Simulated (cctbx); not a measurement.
# Accept or mend?

Cell a = 9.0050 Å, b = 9.0050 Å, c = 3.9880 Å, α = 90.00°, β = 90.00°, γ = 120.00°; space group P6/mmm (no. 191). The compound is Ti2AlNi2Bi.

The data are simulated with cctbx, not measured: synchrotron X-rays, λ = 0.7749 Å, to d = 0.7 Å, 95 % of the full sphere, strongest reflection 20000 counts, noise from counting, a 6 % proportional error and a noise floor of 15 counts (s.d.); no absorption.

An anisotropic refinement with weights 1/σ² prints:

```text
Rint 0.059, 205 unique reflections to 0.70 A
cycle     R1     wR2    GooF  max shift (A)
   1  0.1306  0.3115  13.365   0.00090
   2  0.0588  0.1622   6.959   0.00019
final R1 0.0590 wR2 0.1621 GooF 6.958  parameters 15  data/parameter 13.7
atom        x        y        z      Ueq    occ   su(xyz)  su(Uiso or U11)
Bi1    0.00000  0.00000  0.00000   0.0012  1.000  0.00000  0.0009
Bi2    0.33333  0.66667  0.50000   0.0005  1.000  0.00000  0.0007
Ni1    0.18113  0.36226  0.00000   0.0018  1.000  0.00056  0.0014
Al1    0.30227  0.00000  0.50000  -0.0171  1.000  0.00065  0.0016  NPD
Ti1    0.50000  0.00000  0.00000   0.0300  1.000  0.00000  0.0050
difference map: max 11.86 min -5.89 rms 1.39
Q1    0.0000  0.3117  0.5000    6   11.88  0.08 A from Al1
Q2    0.0000  0.0000  0.0000    1    7.45  0.00 A from Bi1
Q3    0.3333  0.6667  0.5000    2    7.01  0.00 A from Bi2
Q4    0.1691  0.3381  0.0000    6    2.47  0.19 A from Ni1
Q5    0.1699  0.5850  0.5000    6    1.45  1.27 A from Bi2
Q6    0.0000  0.5000  0.2691    6    1.35  1.07 A from Ti1
```

Q: Accept it or mend it, and why?

Mend it. The fault: elements exchanged: Ti1 is Al and Al1 is Ti. Against the right model at the same level, R1 goes from 0.0106 to 0.0590 and GooF from 0.94 to 6.96, U of Al1 shrinks from 0.0051 to -0.0171 Å², U of Ti1 swells from 0.0055 to 0.0300 Å², the top difference peak, 11.9 e/Å³, lies on Al1 and Al1 goes non-positive-definite. Ti1 has 9 electrons too many and its U swells to shed them, as expected; Al1 has 9 electrons too few and its U shrinks to make up, as expected.

The compound is Ti2AlNi2Bi. The right model at the same level gives:

```text
Rint 0.059, 205 unique reflections to 0.70 A
cycle     R1     wR2    GooF  max shift (A)
   1  0.0145  0.0312   1.338   0.00042
   2  0.0106  0.0218   0.936   0.00000
final R1 0.0106 wR2 0.0218 GooF 0.936  parameters 15  data/parameter 13.7
atom        x        y        z      Ueq    occ   su(xyz)  su(Uiso or U11)
Bi1    0.00000  0.00000  0.00000   0.0030  1.000  0.00000  0.0001
Bi2    0.33333  0.66667  0.50000   0.0023  1.000  0.00000  0.0001
Ni1    0.18111  0.36222  0.00000   0.0037  1.000  0.00007  0.0002
Ti1    0.30242  0.00000  0.50000   0.0051  1.000  0.00009  0.0002
Al1    0.50000  0.00000  0.00000   0.0055  1.000  0.00000  0.0006
difference map: max 0.85 min -2.65 rms 0.25
Q1    0.0000  0.4299  0.5000    6    0.86  1.15 A from Ti1
Q2    0.1774  0.3549  0.3488   12    0.85  1.39 A from Ni1
Q3    0.1528  0.5764  0.5000    6    0.79  1.41 A from Bi2
Q4    0.1198  0.4835  0.0000   12    0.78  1.16 A from Al1
Q5    0.0554  0.2934  0.5000   12    0.76  0.54 A from Ti1
Q6    0.0000  0.0000  0.1136    2    0.60  0.45 A from Bi1
```

The model is made up (kin elements in a known structure type, no relaxation), so it says nothing on whether the phase exists.

[Middle refinement cycles are left out of these outputs.]

[Logs are printed without paths, hosts, clocks, repeated set-up lines and the standing remarks that a program may print on its own settings, such as how far it seeks lower states.]
